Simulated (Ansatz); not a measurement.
# How fast states decay through Sr3CaTe4

A new crystal, Sr3CaTe4: structure, gap and complex bands. It is built by putting Te for S in the Sr3CaS4 structure of space group Cmmm, with the volume rescaled by atomic radii. The parent structure comes from the Materials Project.

Calculated with Ansatz 0.2.0; r2SCAN DFT, plane waves, PAW files, in the first sound run; inputs show where later runs differ.

The structure was built from a prototype and need not be the compound's stable phase.

## 1. The structure

It takes space group Cmmm (No. 65, orthorhombic). The conventional cell has a = 8.917 Å, b = 12.606 Å, c = 4.458 Å, α = 90.00°, β = 90.00°, γ = 90.00°. Nearest to Sr lie 6 Te at 3.15 Å. Sr has 6 Te at 3.21 Å nearest. Ca has 6 Te at 3.10 Å nearest. Nearest to Te lie 1 Ca at 3.10 Å and 5 Sr at 3.15 to 3.21 Å. Nearest to Te lie 2 Ca at 3.10 Å and 4 Sr at 3.15 to 3.21 Å. It derives from Sr3CaS4. Te for S in the Sr3CaS4 structure of space group Cmmm. Farther neighbours and most contacts between anions are not listed.

## 2. Cell and atoms at rest

The substituted atoms don't fit the parent's cell, so cell and atoms relax together. A small smearing keeps the run stable in case the gap closes on the way.

Contents of input.yaml:

```yaml
crystal:
  lattice:
    - [4.4582735057, -6.3032499195, 0.0]
    - [4.4582735057, 6.3032499195, 0.0]
    - [0.0, 0.0, 4.4579193372]
  atoms:
    - { symbol: Sr, position: [0.0, 0.5, 0.5] }
    - { symbol: Sr, position: [0.5, 0.0, 0.5] }
    - { symbol: Sr, position: [0.5, 0.5, 0.0] }
    - { symbol: Ca, position: [0.0, 0.0, 0.0] }
    - { symbol: Te, position: [0.2455512, 0.7544488, 0.0] }
    - { symbol: Te, position: [0.7544488, 0.2455512, 0.0] }
    - { symbol: Te, position: [0.75876539, 0.75876539, 0.5] }
    - { symbol: Te, position: [0.24123461, 0.24123461, 0.5] }
kpoints:
  mp_grid: { grid: [4, 4, 6] }
scf:
  occupations: { method: gaussian, width: 0.03 }
hamiltonian:
  xc: r2scan
output:
  forces: true
  stress: true
relax:
  f_tol: 0.02
  max_steps: 60
  cell: {}
```

On the command line:

```bash
> ansatz run input.yaml --threads 2 --pin off --max-ram 4096MiB --backend cpu --events-out ev --progress --plain --runs-dir out
```

Numbers of over 12 decimals in the logs are rounded to 6 here.

Log:

```text
Engine: ansatz 0.2.0, x86_64-unknown-linux-gnu
Pseudopotentials: kind: paw
Pseudopotential: Sr, paw, valence charge 10, recommended cutoff 500 eV (meta_gga), Sr.paw.azcp
Pseudopotential: Ca, paw, valence charge 10, recommended cutoff 500 eV (meta_gga), Ca.paw.azcp
Pseudopotential: Te, paw, valence charge 16, recommended cutoff 500 eV (meta_gga), Te.paw.azcp
Functional definition: r2SCAN
  parameter k0 = 0.174
  parameter k1 = 0.065
  parameter a1 = 4.9479
  exchange = r2scan_x(k0 = k0, k1 = k1, a1 = a1)
  correlation = r2scan_c
Crystal: 8 atoms, lattice volume = 250.549 Å³
Basis set: ecut = 500 eV, 6363 PW (Γ), exchange–correlation on 240×240×144 points (64 copies of the dense FFT grid, shifted against one another)
Bands: 63, of which v1, the nominal top of the filled ones, is band 52 counted from 1 (51 counted from 0)
Symmetry: 8 space group operations
Space group: Cmmm (ITA 65), of the structure as read, at distance tolerance 6.3e-5 Å
k-points: 28 of 96
Non-local potential: Sr, projectors of the file, l = 0: 3, l = 1: 2, l = 2: 2
Non-local potential: Ca, projectors of the file, l = 0: 3, l = 1: 2, l = 2: 2
Non-local potential: Te, projectors of the file, l = 0: 2, l = 1: 2, l = 2: 2, l = 3: 2
PAW form: soft (Blöchl's): semilocal exchange-correlation on the pseudo side does not see the compensation charge
PAW frozen core: Sr, regenerated for the run's functional (the file was generated under x = pbe(κ = 0.804, μ = 0.219515), c = pbe(β = 0.066725))
PAW frozen core: Ca, regenerated for the run's functional (the file was generated under x = pbe(κ = 0.804, μ = 0.219515), c = pbe(β = 0.066725))
PAW frozen core: Te, regenerated for the run's functional (the file was generated under x = pbe(κ = 0.804, μ = 0.219515), c = pbe(β = 0.066725))
PAW one-centre angular grid: Sr, 302 points (default); XC on 160 Gauss nodes
PAW one-centre angular grid: Ca, 302 points (default); XC on 160 Gauss nodes
PAW one-centre angular grid: Te, 590 points (default); XC on 160 Gauss nodes
Initial density: superposition of atomic densities (neutral atoms: chi_scale 0, normalization atom), corrected by the library's trained network
Initial wavefunctions: pseudopotential atomic-orbital guess
Functional: x = r2scan, c = r2scan; τ floored in thin density (d = 2e-4 eV/Å³)
SCF iter   1: F=—  HF=-40481.305097 eV  |F-HF|=—  |Δ(HF+E_count)|=         —  Δρ=3.38e-3  dr2=3.60e-2  dr2_τ=3.08e-2  ethr=1.77e-3  ⟨swp⟩=13.4  Hψ=10025  notcnv=0  defer=18
preconditioner: auto → Resta (q_TF=auto, 2.356 Å⁻¹)  ε∞=3.5  [insulator: Δε(μ)=1.677 eV  Ē_g=8.412 eV  σ=0.030 eV  W_gap=1.00  n_scr=56 (ndim 8)  ℏωp=13.3 eV  f_vac=0.000  D(μ)=0.00/eV (n_scr^D=0)  ε∞_Penn≈3.5]
SCF iter   2: F=—  HF=-40481.532714 eV  |F-HF|=—  |Δ(HF+E_count)|=   2.28e-1  Δρ=2.09e-3  dr2=1.45e-2  dr2_τ=4.75e-4  ethr=3.46e-5  ⟨swp⟩=3.2  Hψ=3840  notcnv=0  defer=153
SCF iter   3: F=—  HF=-40481.532236 eV  |F-HF|=—  |Δ(HF+E_count)|=   4.78e-4  Δρ=4.03e-4  dr2=8.62e-4  dr2_τ=9.11e-5  ethr=1.39e-5  ⟨swp⟩=3.1  Hψ=3409  notcnv=0  defer=97
automatic band count: iteration 3 solves 61 bands in place of 63: the levels show a gap, and the empty bands left out lie too high to hold charge; the band table lists the bands solved (type scf.n_extra_bands for more)
SCF iter   4: F=—  HF=-40481.532311 eV  |F-HF|=—  |Δ(HF+E_count)|=   7.48e-5  Δρ=1.60e-4  dr2=4.82e-5  dr2_τ=4.84e-6  ethr=8.29e-7  ⟨swp⟩=3.0  Hψ=3144  notcnv=0  defer=97
SCF iter   5: F=—  HF=-40481.532484 eV  |F-HF|=—  |Δ(HF+E_count)|=   1.74e-4  Δρ=5.01e-5  dr2=5.03e-6  dr2_τ=4.41e-7  ethr=4.63e-8  ⟨swp⟩=3.0  Hψ=3363  notcnv=0  defer=97
SCF iter   6: F=—  HF=-40481.532487 eV  |F-HF|=—  |Δ(HF+E_count)|=   2.56e-6  Δρ=9.39e-6  dr2=2.25e-7  dr2_τ=1.75e-8  ethr=4.84e-9  ⟨swp⟩=2.0  Hψ=3019  notcnv=0  defer=97
SCF iter   7: F=-40481.532487 eV  HF=-40481.532487 eV  |F-HF|=2.74e-9  |Δ(HF+E_count)|=   2.89e-8  Δρ=2.34e-6  dr2=1.83e-8  dr2_τ=8.98e-10  ethr=9.62e-11  ⟨swp⟩=5.0  Hψ=6574  notcnv=0
SCF 1 converged in 7 iterations: F = -40481.532487 eV  dr2 = 1.83e-8
  greatest PAW one-centre occupation: 0.997 electrons in one spin orbital (limit 2), on the Te atom at site 5 (counted from 0), in its partial waves of l = 2
relax step   1: F+E_penalty+E_count = -40481.53248699 eV  Δ(F+E_penalty+E_count) = +0.000e0 eV  max|allowed force component| = 1.286e-2 eV/Å  Δτ_max = 0.0000 Å  P = +7.408 GPa  Ω = 250.549 Å³  (7 SCF iters, dr2 threshold 1.00e-7 eV, accepted)
Crystal: 8 atoms, lattice volume = 288.991 Å³
Basis set: ecut = 500 eV, 7341 PW (Γ), exchange–correlation on 240×240×144 points (64 copies of the dense FFT grid, shifted against one another)
Initial density: handed on by an earlier stage of this run
Initial wavefunctions: those handed on with the density
iter 1 solved again at ethr=1.38e-4 eV; its pass at ethr=3.10e-3 eV (dr2=1.43e-1 eV) is discarded
SCF iter   1: F=—  HF=-40481.214783 eV  |F-HF|=—  |Δ(HF+E_count)|=         —  Δρ=4.60e-3  dr2=1.44e-1  dr2_τ=6.01e-1  ethr=1.38e-4  ⟨swp⟩=2.9  Hψ=9635  notcnv=0
automatic band count: iteration 1 solves 60 bands in place of 63: the levels show a gap, and the empty bands left out lie too high to hold charge; the band table lists the bands solved (type scf.n_extra_bands for more)
preconditioner: auto → Resta (q_TF=auto, 2.301 Å⁻¹)  ε∞=3.6  [insulator: Δε(μ)=2.214 eV  Ē_g=7.725 eV  σ=0.030 eV  W_gap=1.00  n_scr=56 (ndim 8)  ℏωp=12.4 eV  f_vac=0.021  D(μ)=0.00/eV (n_scr^D=0)  ε∞_Penn≈3.6]
SCF iter   2: F=—  HF=-40482.363645 eV  |F-HF|=—  |Δ(HF+E_count)|=    1.15e0  Δρ=2.72e-3  dr2=5.29e-2  dr2_τ=2.39e-4  ethr=1.38e-4  ⟨swp⟩=4.6  Hψ=3774  notcnv=0
SCF iter   3: F=—  HF=-40482.348872 eV  |F-HF|=—  |Δ(HF+E_count)|=   1.48e-2  Δρ=1.48e-3  dr2=6.24e-3  dr2_τ=1.70e-3  ethr=5.08e-5  ⟨swp⟩=5.5  Hψ=4019  notcnv=0  defer=2
SCF iter   4: F=—  HF=-40482.349016 eV  |F-HF|=—  |Δ(HF+E_count)|=   1.44e-4  Δρ=6.48e-4  dr2=1.31e-3  dr2_τ=9.10e-5  ethr=6.00e-6  ⟨swp⟩=3.3  Hψ=2798  notcnv=0  defer=5
SCF iter   5: F=—  HF=-40482.349305 eV  |F-HF|=—  |Δ(HF+E_count)|=   2.90e-4  Δρ=1.13e-4  dr2=6.36e-5  dr2_τ=1.08e-5  ethr=1.26e-6  ⟨swp⟩=2.0  Hψ=2779  notcnv=0  defer=9
SCF iter   6: F=—  HF=-40482.349478 eV  |F-HF|=—  |Δ(HF+E_count)|=   1.73e-4  Δρ=4.68e-5  dr2=6.83e-6  dr2_τ=6.18e-7  ethr=6.12e-8  ⟨swp⟩=2.0  Hψ=2368  notcnv=0  defer=9
SCF iter   7: F=-40482.349480 eV  HF=-40482.349480 eV  |F-HF|=9.73e-8  |Δ(HF+E_count)|=   1.84e-6  Δρ=1.11e-5  dr2=2.53e-7  dr2_τ=3.66e-8  ethr=7.69e-10  ⟨swp⟩=4.0  Hψ=7439  notcnv=0
SCF 2 converged in 7 iterations: F = -40482.349480 eV  dr2 = 2.53e-7
relax step   2: F+E_penalty+E_count = -40482.34948004 eV  Δ(F+E_penalty+E_count) = -8.170e-1 eV  max|allowed force component| = 3.135e-2 eV/Å  Δτ_max = 0.0020 Å  P = +0.258 GPa  Ω = 288.991 Å³  energy of the carried Pulay correction = -3.920e-3 eV  (7 SCF iters, dr2 threshold 8.00e-7 eV, accepted)
Crystal: 8 atoms, lattice volume = 290.615 Å³
iter 1 solved again at ethr=3.13e-7 eV; its pass at ethr=3.10e-3 eV (dr2=3.25e-4 eV) is discarded
SCF iter   1: F=—  HF=-40482.348980 eV  |F-HF|=—  |Δ(HF+E_count)|=         —  Δρ=2.63e-4  dr2=3.43e-4  dr2_τ=1.87e-3  ethr=3.13e-7  ⟨swp⟩=3.1  Hψ=8836  notcnv=0
automatic band count: iteration 1 solves 60 bands in place of 63: the levels show a gap, and the empty bands left out lie too high to hold charge; the band table lists the bands solved (type scf.n_extra_bands for more)
preconditioner: auto → Resta (q_TF=auto, 2.299 Å⁻¹)  ε∞=3.6  [insulator: Δε(μ)=2.111 eV  Ē_g=7.635 eV  σ=0.030 eV  W_gap=1.00  n_scr=56 (ndim 8)  ℏωp=12.3 eV  f_vac=0.004  D(μ)=0.00/eV (n_scr^D=0)  ε∞_Penn≈3.6]
SCF iter   2: F=—  HF=-40482.351081 eV  |F-HF|=—  |Δ(HF+E_count)|=   2.10e-3  Δρ=1.64e-4  dr2=1.32e-4  dr2_τ=7.63e-7  ethr=3.13e-7  ⟨swp⟩=2.0  Hψ=3277  notcnv=0
SCF iter   3: F=—  HF=-40482.351195 eV  |F-HF|=—  |Δ(HF+E_count)|=   1.14e-4  Δρ=5.20e-5  dr2=1.58e-5  dr2_τ=1.53e-6  ethr=1.27e-7  ⟨swp⟩=2.0  Hψ=2465  notcnv=0
SCF iter   4: F=—  HF=-40482.351197 eV  |F-HF|=—  |Δ(HF+E_count)|=   1.41e-6  Δρ=2.46e-5  dr2=2.14e-6  dr2_τ=1.18e-7  ethr=1.52e-8  ⟨swp⟩=2.0  Hψ=2012  notcnv=0
SCF iter   5: F=—  HF=-40482.351197 eV  |F-HF|=—  |Δ(HF+E_count)|=   5.84e-7  Δρ=6.27e-6  dr2=1.97e-7  dr2_τ=2.63e-8  ethr=2.06e-9  ⟨swp⟩=2.0  Hψ=3112  notcnv=0
SCF iter   6: F=-40482.351197 eV  HF=-40482.351197 eV  |F-HF|=3.97e-9  |Δ(HF+E_count)|=   3.74e-8  Δρ=1.49e-6  dr2=7.48e-9  dr2_τ=3.28e-10  ethr=1.63e-10  ⟨swp⟩=5.0  Hψ=5722  notcnv=0
SCF 3 converged in 6 iterations: F = -40482.351197 eV  dr2 = 7.48e-9
relax step   3: F+E_penalty+E_count = -40482.35119748 eV  Δ(F+E_penalty+E_count) = -1.717e-3 eV  max|allowed force component| = 9.388e-4 eV/Å  Δτ_max = 0.0059 Å  P = +0.054 GPa  Ω = 290.615 Å³  energy of the carried Pulay correction = -4.073e-3 eV  (6 SCF iters, dr2 threshold 1.70e-7 eV, accepted)
[...]
relax step   4: F+E_penalty+E_count = -40482.35122957 eV  Δ(F+E_penalty+E_count) = -3.209e-5 eV  max|allowed force component| = 2.778e-4 eV/Å  Δτ_max = 0.0002 Å  P = +0.000 GPa  Ω = 291.041 Å³  energy of the carried Pulay correction = -4.113e-3 eV  (5 SCF iters, dr2 threshold 7.54e-9 eV, accepted)
Initial wavefunctions: pseudopotential atomic-orbital guess (no wavefunctions were taken with the density)
iter 1 solved again at ethr=3.95e-7 eV; its pass at ethr=3.10e-3 eV (dr2=4.11e-4 eV) is discarded
SCF iter   1: F=—  HF=-40482.355573 eV  |F-HF|=—  |Δ(HF+E_count)|=         —  Δρ=2.30e-4  dr2=1.02e-5  dr2_τ=5.42e-5  ethr=3.95e-7  ⟨swp⟩=4.3  Hψ=15816  notcnv=0
preconditioner: auto → Resta (q_TF=auto, 2.298 Å⁻¹)  ε∞=3.4  [insulator: Δε(μ)=2.107 eV  Ē_g=7.907 eV  σ=0.030 eV  W_gap=1.00  n_scr=56 (ndim 8)  ℏωp=12.3 eV  f_vac=0.003  D(μ)=0.00/eV (n_scr^D=0)  ε∞_Penn≈3.4]
SCF iter   2: F=—  HF=-40482.356477 eV  |F-HF|=—  |Δ(HF+E_count)|=   9.04e-4  Δρ=1.18e-4  dr2=2.72e-6  dr2_τ=9.26e-6  ethr=9.81e-9  ⟨swp⟩=2.0  Hψ=3221  notcnv=0
SCF iter   3: F=—  HF=-40482.356701 eV  |F-HF|=—  |Δ(HF+E_count)|=   2.24e-4  Δρ=1.13e-5  dr2=8.81e-8  dr2_τ=5.26e-8  ethr=2.62e-9  ⟨swp⟩=2.0  Hψ=3220  notcnv=0
SCF iter   4: F=—  HF=-40482.356702 eV  |F-HF|=—  |Δ(HF+E_count)|=   1.36e-6  Δρ=1.61e-6  dr2=5.78e-9  dr2_τ=1.68e-9  ethr=8.47e-11  ⟨swp⟩=2.0  Hψ=3192  notcnv=0
SCF iter   5: F=—  HF=-40482.356702 eV  |F-HF|=—  |Δ(HF+E_count)|=   2.64e-8  Δρ=2.77e-7  dr2=3.47e-10  dr2_τ=1.53e-11  ethr=5.56e-12  ⟨swp⟩=2.0  Hψ=2525  notcnv=0
SCF iter   6: F=-40482.356702 eV  HF=-40482.356702 eV  |F-HF|=1.46e-11  |Δ(HF+E_count)|=  1.24e-10  Δρ=8.79e-8  dr2=3.26e-11  dr2_τ=1.79e-12  ethr=1.00e-12  ⟨swp⟩=6.0  Hψ=7159  notcnv=0
SCF 5 converged in 6 iterations: F = -40482.356702 eV  dr2 = 3.26e-11
relax step   5: F+E_penalty+E_count = -40482.35670240 eV  Δ(F+E_penalty+E_count) = -5.473e-3 eV  max|allowed force component| = 2.132e-4 eV/Å  Δτ_max = 0.0000 Å  P = +0.011 GPa  Ω = 291.041 Å³  stress off target by 1.11e-2 GPa  SCF on the basis re-selected at this cell (its energy is not comparable with the rows above)  (6 SCF iters)
basis re-selected at this cell: Δ(F+E_penalty+E_count) = -5.473e-3 eV, ΔP = +0.010 GPa vs the last step (what re-selecting the basis moved, of the pressure what is left beyond the Pulay correction that the steps carried, after the strain that the cell walked since its last selection, with what the two solves' SCF thresholds leave and, on support functions, any second-order correction that the steps lacked; it is no m [...]
SCF converged after 6 iterations
Free energy (F): -40482.356702 eV
Harris-Foulkes:  -40482.356702 eV  (|F-HF|=1.46e-11)
Internal energy: -40482.356702 eV  (E = F + TS)
E sigma→0 (E₀):  -40482.356702 eV
Fermi energy:    7.446209 eV
--- Per-component energies (eV) ---
  E_band       = -1625.656030
  E_kinetic    = 1736.381613
  E_local      = -8465.098740  (includes V_loc(G=0)·N_el)
  E_nonlocal   = -572.911498
  E_hartree    = 4271.612959
  E_xc         = -1091.401505
  E_vxc        = -1176.470630  (∫ρ·V_xc dr)
  E_paw        = -27759.420254  (= ΣΔE_a)
  E_vpaw       = -1757.405760  (= ΣTr[D̂ρ^β])
  E_aug_tail   = -0.000156  (compensation charges beyond the density's cutoff)
  E_vtau       = 66.623230  (kinetic-family band-sum trace: ∫τ·v_τ [+ j·A + Jᵃ·Aᵃ] dr)
  E_ewald      = -8601.999768
  E_core_change = 0.480647  (= ΣΔE_core)
  E_smearing   = -0.000000  (= −TS)
  E_closure    = 0.000000  (closes the sum)
  Σ components = -40482.356702   (vs F -40482.356702, Δ=0.00e0)
--- Forces (eV/Å), atoms counted from 1 ---
  atom   1  Sr    -0.00000000     0.00000000     0.00000000
  atom   2  Sr     0.00000000     0.00000000     0.00000000
  atom   3  Sr     0.00000000     0.00000000     0.00000000
  atom   4  Ca     0.00000000     0.00000000     0.00000000
  atom   5  Te     0.00000000    -0.00021317     0.00000000
  atom   6  Te     0.00000000     0.00021317     0.00000000
  atom   7  Te     0.00003843     0.00000000     0.00000000
  atom   8  Te    -0.00003843     0.00000000     0.00000000
  max |Σ_I F_I| component: 0.00e0 eV/Å
--- Stress (GPa, compression-positive) ---
        0.011046       0.000000       0.000000
        0.000000       0.011108       0.000000
        0.000000       0.000000       0.009696
  P = ⅓ Tr σ = 0.0106 GPa (0.106 kbar)
--- Relaxed structure (4 steps of the walk, 4 accepted, 1 SCFs on fresh bases) ---
  F+E_penalty+E_count = -40482.35670240 eV   max|allowed force component| = 2.132e-4 eV/Å   (the final SCF, on the basis selected at the relaxed cell)
  cell:  # Å, volume = 291.0407 Å³
    - [4.686302, -6.626598, 0.0]
    - [4.686302, 6.626598, 0.0]
    - [0.0, 0.0, 4.686006]
  atoms:
    - { symbol: Sr, position: [0.0, 0.5, 0.5] }
    - { symbol: Sr, position: [0.5, 0.0, 0.5] }
    - { symbol: Sr, position: [0.5, 0.5, 0.0] }
    - { symbol: Ca, position: [0, 0, 0.0] }
    - { symbol: Te, position: [0.245761, 0.754239, 0.0] }
    - { symbol: Te, position: [0.754239, 0.245761, 0.0] }
    - { symbol: Te, position: [0.758338, 0.758338, 0.5] }
    - { symbol: Te, position: [0.241662, 0.241662, 0.5] }
```

Wall time 92 s (2 threads of Intel Xeon Platinum 8488C (Sapphire Rapids), shared host); peak memory 1.4 GiB; 3 min of CPU time.

Step by step:

| step | energy less that of the first step (eV) | largest force component (eV/Å) | pressure (GPa) | volume (Å³) |
| --- | --- | --- | --- | --- |
| 1 | 0.0000 | 0.0129 | 7.41 | 250.55 |
| 2 | -0.8170 | 0.0314 | 0.26 | 288.99 |
| 3 | -0.8187 | 0.0009 | 0.05 | 290.62 |
| 4 | -0.8187 | 0.0003 | 0.00 | 291.04 |
| 5* | -0.8242 | 0.0002 | 0.01 | 291.04 |

Relaxation steps marked * repeat the geometry before them on a plane-wave basis chosen anew for their cell, so energy and pressure can jump there.

Forces are held to the 8 operations that the run works with; a distortion that breaks them can't arise in this run.

| conventional cell, symmetrised | before | after | change |
| --- | --- | --- | --- |
| a (Å) | 8.917 | 9.373 | +5.1 % |
| b (Å) | 12.606 | 13.253 | +5.1 % |
| c (Å) | 4.458 | 4.686 | +5.1 % |
| volume (Å³/atom) | 31.32 | 36.38 | +16.2 % |

This step gave:

* free energy: -40482.3567 eV
* Fermi energy: 7.446 eV
* pressure: 0.01062 GPa

The largest force component on a free atom ends at 2.1e-4 eV/Å.

## 3. The bulk crystal and its band edges

The energy window and the wavevectors of the next steps follow from the band edges, so these are searched first, off the mesh as well.

Contents of input.yaml:

```yaml
crystal:
  lattice:
    - [4.6863021197, -6.6265975269, 0.0]
    - [4.6863021197, 6.6265975269, 0.0]
    - [0.0, 0.0, 4.686006046]
  atoms:
    - { symbol: Sr, position: [0.0, 0.5, 0.5] }
    - { symbol: Sr, position: [0.5, 0.0, 0.5] }
    - { symbol: Sr, position: [0.5, 0.5, 0.0] }
    - { symbol: Ca, position: [0.0, 0.0, 0.0] }
    - { symbol: Te, position: [0.2457608098, 0.7542391902, 0.0] }
    - { symbol: Te, position: [0.7542391902, 0.2457608098, 0.0] }
    - { symbol: Te, position: [0.758338227, 0.758338227, 0.5] }
    - { symbol: Te, position: [0.241661773, 0.241661773, 0.5] }
kpoints:
  mp_grid: { grid: [4, 4, 6] }
  band_path: { path: [VBM, CBM], npoints: 30 }
scf:
  occupations: { method: fixed }
hamiltonian:
  xc: r2scan
output:
  eigenvalues: true
  write_potential: true
  write_density: true
  volumetric_format: npy
```

Log:

```text
[...]
Crystal: 8 atoms, lattice volume = 291.041 Å³
Basis set: ecut = 500 eV, 7361 PW (Γ), exchange–correlation on 240×240×144 points (64 copies of the dense FFT grid, shifted against one another)
Bands: 63, of which v1, the nominal top of the filled ones, is band 52 counted from 1 (51 counted from 0)
Symmetry: 8 space group operations
[...]
k-points: 28 of 96
[...]
SCF iter   1: F=—  HF=-40482.210980 eV  |F-HF|=—  |Δ(HF+E_count)|=         —  Δρ=3.14e-3  dr2=4.06e-2  dr2_τ=1.86e-2  ethr=1.77e-3  ⟨swp⟩=6.4  Hψ=6358  notcnv=0  defer=236
[...]
SCF iter   6: F=-40482.356702 eV  HF=-40482.356702 eV  |F-HF|=4.01e-8  |Δ(HF+E_count)|=   2.37e-7  Δρ=5.34e-6  dr2=8.05e-8  dr2_τ=6.39e-9  ethr=9.62e-11  ⟨swp⟩=21.1  Hψ=13904  notcnv=0
SCF 1 converged in 6 iterations: F = -40482.356702 eV  dr2 = 8.05e-8
[...]
NSCF: frozen V_eff on 52 k-points
[...]
SCF converged after 6 iterations
Free energy (F): -40482.356702 eV
[...]
Internal energy: -40482.356702 eV  (E = F + TS)
E sigma→0 (E₀):  -40482.356702 eV
Fermi energy:    6.392311 eV
[...]
--- Band table (eV; the first three rows and the last of 28) ---
  k-point 0: bands = [... 48 lower, 5.5731, 6.3872, 6.3900, 6.3923, 8.5048, 9.9201, 10.0553, 10.0566, ... 7 higher]
  k-point 1: bands = [... 48 lower, 5.4976, 5.6493, 6.1190, 6.1879, 9.0758, 10.1132, 10.1932, 10.2876, ... 7 higher]
  k-point 2: bands = [... 48 lower, 5.2177, 5.3561, 5.6565, 5.6917, 10.1888, 10.4246, 10.5324, 10.6707, ... 7 higher]
  k-point 27: bands = [... 48 lower, 5.4840, 5.5741, 5.5785, 5.6509, 8.5002, 8.5096, 10.4966, 10.6774, ... 7 higher]
```

It took 1.7 min on 2 threads; peak memory 1.3 GiB; 3.4 min of CPU time.

Numbers from this step:

| Property | Result |
| --- | --- |
| Fermi energy | 6.392 eV |
| gap on the k-mesh | 2.108 eV |
| gap on path | 2.108 eV, by band count; negative where bands overlap |
| direct gap on path | 2.113 eV |
| edge places on path | 0, 0.9481 1/A along the path |

Electronic bands along the path, in eV, zero at the Fermi level (highest filled level under fixed occupations); v1 is the highest filled band, c1 the lowest empty one:

| point | v4 | v3 | v2 | v1 | c1 | c2 | c3 | c4 |
| --- | --- | --- | --- | --- | --- | --- | --- | --- |
| VBM | -0.82 | -0.01 | 0.00 | 0.00 | 2.11 | 3.53 | 3.66 | 3.66 |
| halfway | -1.05 | -1.00 | -0.53 | -0.53 | 2.73 | 4.28 | 4.28 | 4.34 |
| CBM | -0.91 | -0.82 | -0.81 | -0.74 | 2.11 | 2.12 | 4.10 | 4.29 |

The searched edges give 2.11 eV, as on the mesh.

(Part 1 of 2 ends here.)

[Logs are printed without paths, hosts, clocks, repeated set-up lines and the standing remarks that a program may print on its own settings, such as how far it seeks lower states.]

[Hosts, paths, dates, database ids (printed as entryN), source tags and the programs' standing remarks are cut or masked in the printed files.]
